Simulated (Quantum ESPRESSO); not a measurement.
# Voltage at the next charge: Cd(0001), 4 layers, one monolayer of H on top sites against an electrode

**Set-up.** Quantum ESPRESSO 7.5, PBE, GBRV ultrasoft; ESM with bc3, a metal electrode 5.07 Å above the top atoms; cell area 7.691 Å²; ions fixed. V is the potential energy of an electron at the electrode over the slab's Fermi level, divided by e, so that it equals the work function at zero charge; positive charge removes electrons.

```
charge (e a cell)  V (V)
                0  5.769
           0.0115  7.033
           0.0231  8.316
```

To predict: What is V at a charge of 0.0461 e, and what capacitance do the rows imply?

**Fit.** The last two rows give dV/dq = (8.316 − 7.033)/(0.0231 − 0.0115) = 110.6 V/e, so C = 1602/(7.691 × 110.6) = 1.88 µF/cm², an effective gap of 8.854/1.88 = 4.70 Å. At constant C, V = 8.316 + 110.6 × 0.023 = 10.86 V.

**Check.** V = 10.887 V; the estimate misses by −0.03 V, 1.1 % of the step. Over the three intervals C goes 1.90, 1.88 and 1.86 µF/cm².

**Limits.** Vacuum fills the gap; a dielectric or electrolyte would change C. The slab is thin.

[Logs are printed without paths, hosts, clocks, repeated set-up lines and the standing remarks that a program may print on its own settings, such as how far it seeks lower states.]
